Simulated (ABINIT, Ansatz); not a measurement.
Computed results, one entry a study.

**A GW chain in ABINIT: NaHF2 (R-3m)**

Symmetry: R-3m, No. 166, trigonal system. The conventional cell has a = 3.474 Å, b = 3.474 Å, c = 13.750 Å, α = 90.00°, β = 90.00°, γ = 120.00°. Na has 6 F at 2.32 Å nearest. Nearest to H lie 2 F at 1.13 Å. Nearest to F lie 1 H at 1.13 Å and 3 Na at 2.32 Å. Farther neighbours, and contacts between anions beyond the nearest, are not listed.

```xyz
4
Lattice="1.7370 1.0029 4.5833 -1.7370 1.0029 4.5833 0.0000 -2.0057 4.5833" Properties=species:S:1:pos:R:3 pbc="T T T"
Na    0.0000    0.0000    0.0000
H     0.0000    0.0000    6.8750
F     0.0000    0.0000    5.7420
F     0.0000    0.0000    8.0080
```

- method: RPA screening on PBEsol, plane waves, norm-conserving pseudopotentials (and 2 further levels or steps)
- program: ABINIT 10.8.3
- settings: cutoff 38 Ha, PseudoDojo scalar-relativistic 0.4.1 standard, norm-conserving, ngkpt (4, 4, 4), nband 35, ecuteps 3.6 Ha, inclvkb 2, shiftk (0, 0, 0), symchi 1, awtr 1, frequency ppm, 4×4×4 k-mesh
- cost: 5 runs, 2.3 min in all on 4 MPI ranks of Arm Neoverse V1, shared host
- notes: The program’s warnings: nkpt*nsppol () is not a multiple of nproc spkpt (). The cell and positions come from the Crystallography Open Database and are kept as given unless a step says otherwise.
- PBEsol gap: 6.93 eV, indirect
- G0W0 gap on the mesh: 11.53 eV
- GW settings: 4×4×4 mesh, 35 bands, screening to 98 eV, Godby-Needs plasmon pole
- known limits: short of the basis limit

G0W0 moves the gap on the mesh from 6.93 eV to 11.53 eV (+4.60 eV), with Z of 0.84 and 0.92 at the edges. Local fields lower the RPA ε∞ on this mesh from 1.71 to 1.65.

[Long decimals in the printed logs are rounded to 6 places.]

[Logs are printed without paths, hosts, clocks, repeated set-up lines and the standing remarks that a program may print on its own settings, such as how far it seeks lower states.]

[Paths, hosts, dates, memory and timing lines, banners, echoed tables and standing remarks are left out of the program output; an Ansatz launch command may be rebuilt from the run's recorded settings. Measured values are a selection of at most five: reports struck by readers or far from the other reports are left out. None is set beside runs whose start may be inverted or whose files or cutoffs have a known fault.]

[Runs of the session that timed out or met a known fault of the program may be left out.]

[Hosts, paths, dates, database ids (printed as entryN), source tags and the programs' standing remarks are cut or masked in the printed files.]

[G0W0 gaps are taken among the corrected bands and points alone; a level outside them can change the order at an edge.]

[Where Ansatz stands beside ABINIT at settings called matched, ABINIT's density can come from a denser mesh and the files from another edition; pairs whose starting gaps differed by over 0.03 eV were left out, so agreement reads better than it is.]
